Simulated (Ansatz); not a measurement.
**TaCuN2 (R-3m): the cell at rest**

Aim: bring TaCuN2 (R-3m) to small forces and stress, as phonons need.

Main program and level: Ansatz 0.2.0; DFT PBEsol, scalar-relativistic, plane waves, PAW.

This is a report of a sequence of runs, with most program output left out.

**1. Set-up**

The structure is trigonal, space group R-3m (No. 166). The conventional cell has a = 3.136 Å, b = 3.136 Å, c = 17.438 Å, α = 90.00°, β = 90.00°, γ = 120.00°. Nearest to Ta lie 6 N at 1.99 Å. Nearest to Cu lie 2 N at 2.08 Å. Nearest to N lie 3 Ta at 1.99 Å and 1 Cu at 2.08 Å. Farther neighbours and most contacts between anions are not listed.

**2. Probe on a coarse mesh**

A quick single point on a coarse mesh tells whether the cell has a gap and how far it is from rest, which sets the k mesh and smearing that follow.

input.yaml reads:

```yaml
crystal:
  lattice:
    - [1.568, 0.9052852221, 5.8126666667]
    - [-1.568, 0.9052852221, 5.8126666667]
    - [0.0, -1.8105704442, 5.8126666667]
  atoms:
    - { symbol: Ta, position: [0.5, 0.5, 0.5] }
    - { symbol: Cu, position: [0.0, 0.0, 0.0] }
    - { symbol: "N", position: [0.119, 0.119, 0.119] }
    - { symbol: "N", position: [0.881, 0.881, 0.881] }
kpoints:
  mp_grid: { grid: [6, 6, 6] }
hamiltonian:
  xc: pbesol
scf:
  occupations: { method: gaussian, width: 0.1 }
output:
  forces: true
  stress: true
  eigenvalues: true
```

Command:

```
ansatz run input.yaml --threads 4 --pin off --max-ram 7168MiB --backend cpu --events-out ev --progress --plain --runs-dir out
```

Run time: 2.7 s. Hardware: 4 threads of Arm Neoverse N1, shared host; peak memory 0.36 GiB.

Numbers from this step:

```yaml
pressure: 17.63 GPa
gap_on_the_k_mesh: 0.8965 eV
volume_per_atom: 12.38 Å³
direct_gap_on_mesh: 1.413 eV
```

The coarse mesh shows a gap of 0.90 eV and a pressure of 17.6 GPa.

**3. Coarse relaxation**

The start is far from rest, so a relaxation with loose tolerances brings it close first.

Edit input.yaml of step 2 so:

```diff
@@ -11,3 +11,3 @@
 kpoints:
-  mp_grid: { grid: [6, 6, 6] }
+  mp_grid: { grid: [9, 9, 9] }
 hamiltonian:
@@ -20 +20,6 @@
   eigenvalues: true
+relax:
+  adjacent_minimum: "off"
+  f_tol: 0.05
+  max_steps: 80
+  cell: { stress_tol: 0.5 }
```

Run time: 29 s. Hardware: 4 threads; peak memory 0.43 GiB.

Relaxation path:

```tsv
step	energy less that of the first step (eV)	largest force component (eV/Å)	pressure (GPa)	volume (Å³)
1	0.0000	6.4078	17.57	49.51
2	-1.3613	1.0541	-6.03	50.59
3	-1.5236	0.3570	2.00	48.33
4	-1.5295	0.1144	-0.68	48.97
5	-1.5309	0.0025	-0.01	48.79
6*	-1.5292	0.0026	-0.07	48.79
```

Relaxation steps marked * repeat the geometry before them on a plane-wave basis chosen anew for their cell, so energy and pressure can jump there.

The run keeps the 12 symmetry operations that it works with, so distortions that break them were not tested.

```tsv
conventional cell, symmetrised	before	after	change
a (Å)	3.136	3.121	-0.5 %
b (Å)	3.136	3.121	-0.5 %
c (Å)	17.438	17.350	-0.5 %
volume (Å³/atom)	12.38	12.20	-1.4 %
```

The atoms that moved most (Å, as changes of fractional coordinates times the final cell):

```tsv
atom	dx	dy	dz	length
N3	0.000	0.000	-0.233	0.233
N4	0.000	0.000	0.233	0.233
```

The relaxed structure:

```cif
data_structure
_symmetry_space_group_name_H-M 'P 1'
_symmetry_Int_Tables_number 1
_cell_length_a 6.0577
_cell_length_b 6.0577
_cell_length_c 6.0577
_cell_angle_alpha 29.859
_cell_angle_beta 29.859
_cell_angle_gamma 29.859
_cell_volume 48.79
loop_
_atom_site_label
_atom_site_type_symbol
_atom_site_fract_x
_atom_site_fract_y
_atom_site_fract_z
_atom_site_occupancy
Ta1 Ta 0.50000 0.50000 0.50000 1
Cu2 Cu 0.00000 0.00000 0.00000 1
N3 N 0.10557 0.10557 0.10557 1
N4 N 0.89443 0.89443 0.89443 1
```

Numbers from this step:

- pressure: -0.06968 GPa
- volume per atom: 12.20 Å³
- gap on the k-mesh: 0.4470 eV
- direct gap on mesh: 0.8912 eV

In this step the volume went from 12.38 to 12.20 Å³/atom.

**4. Bringing the structure to rest**

The cell and atoms are relaxed, since residual forces and stress would shift the frequencies.

input.yaml reads:

```yaml
crystal:
  lattice:
    - [1.5606269726, 0.9010284027, 5.7834191744]
    - [-1.5606269726, 0.9010284027, 5.7834191744]
    - [0.0, -1.8020568055, 5.7834191744]
  atoms:
    - { symbol: Ta, position: [0.5, 0.5, 0.5] }
    - { symbol: Cu, position: [0.0, 0.0, 0.0] }
    - { symbol: "N", position: [0.105568636, 0.105568636, 0.105568636] }
    - { symbol: "N", position: [0.894431364, 0.894431364, 0.894431364] }
kpoints:
  mp_grid: { grid: [12, 12, 12] }
hamiltonian:
  xc: pbesol
scf:
  occupations: { method: gaussian, width: 0.02 }
output:
  forces: true
  stress: true
  eigenvalues: true
relax:
  adjacent_minimum: "off"
  f_tol: 0.005
  max_steps: 80
  cell: { stress_tol: 0.05 }
```

Elapsed: 35 s, on 4 threads; peak memory 0.52 GiB; 94 s of CPU time.

Little changed from the start: no atom moved by 0.005 Å and no cell edge by 0.1 %.

Numbers from this step:

```
pressure           : 0.003921 GPa
gap on the k-mesh  : 0.3744 eV
direct gap on mesh : 0.7614 eV
```

In this step the volume went from 12.20 to 12.20 Å³/atom.

**5. Tight relaxation**

Phonons need a cell at rest on their own settings, so the relaxation is repeated with tight tolerances on forces and stress on the k mesh and occupations of the first response run.

input.yaml reads:

```yaml
crystal:
  lattice:
    - [1.5607063351, 0.9010742227, 5.7811999678]
    - [-1.5607063351, 0.9010742227, 5.7811999678]
    - [0.0, -1.8021484454, 5.7811999678]
  atoms:
    - { symbol: Ta, position: [0.5, 0.5, 0.5] }
    - { symbol: Cu, position: [0.0, 0.0, 0.0] }
    - { symbol: "N", position: [0.1055692968, 0.1055692968, 0.1055692968] }
    - { symbol: "N", position: [0.8944307032, 0.8944307032, 0.8944307032] }
kpoints:
  mp_grid: { grid: [12, 12, 12] }
hamiltonian:
  xc: pbesol
scf:
  occupations: { method: fixed }
output:
  forces: true
  stress: true
  eigenvalues: true
relax:
  adjacent_minimum: "off"
  f_tol: 0.001
  max_steps: 60
  cell: { stress_tol: 0.01 }
```

Run time: 51 s. Hardware: 4 threads; peak memory 0.52 GiB; 2.4 min of CPU time.

Little changed from the start: no atom moved by 0.005 Å and no cell edge by 0.1 %.

Numbers from this step:

```
pressure           : -0.002907 GPa
direct gap on mesh : 0.7617 eV
```

The largest force component left is 0.54 meV/Å and the pressure is -0.003 GPa, within the tolerances set. The cell now holds 12.20 Å³/atom.

**6. What came out**

```json
{"space group after relaxation (within 0.01 Å)": "R-3m", "lattice constant a": "3.122 Å", "lattice constant b": "3.122 Å", "lattice constant c": "17.342 Å", "volume per atom": "12.2 Å³", "gap on the k-mesh": "0.374 eV"}
```

**Reading.** The largest force component left is 0.54 meV/Å and the pressure is -0.003 GPa, within the tolerances set. The cell now holds 12.20 Å³/atom. The relaxation keeps the symmetry of its start, so it says nothing on stability against lower symmetry. Spin-orbit coupling is left out, which can matter for the heavy elements here.

[Logs are printed without paths, hosts, clocks, repeated set-up lines and the standing remarks that a program may print on its own settings, such as how far it seeks lower states.]

[Hosts, paths, dates, database ids (printed as entryN), source tags and the programs' standing remarks are cut or masked in the printed files.]
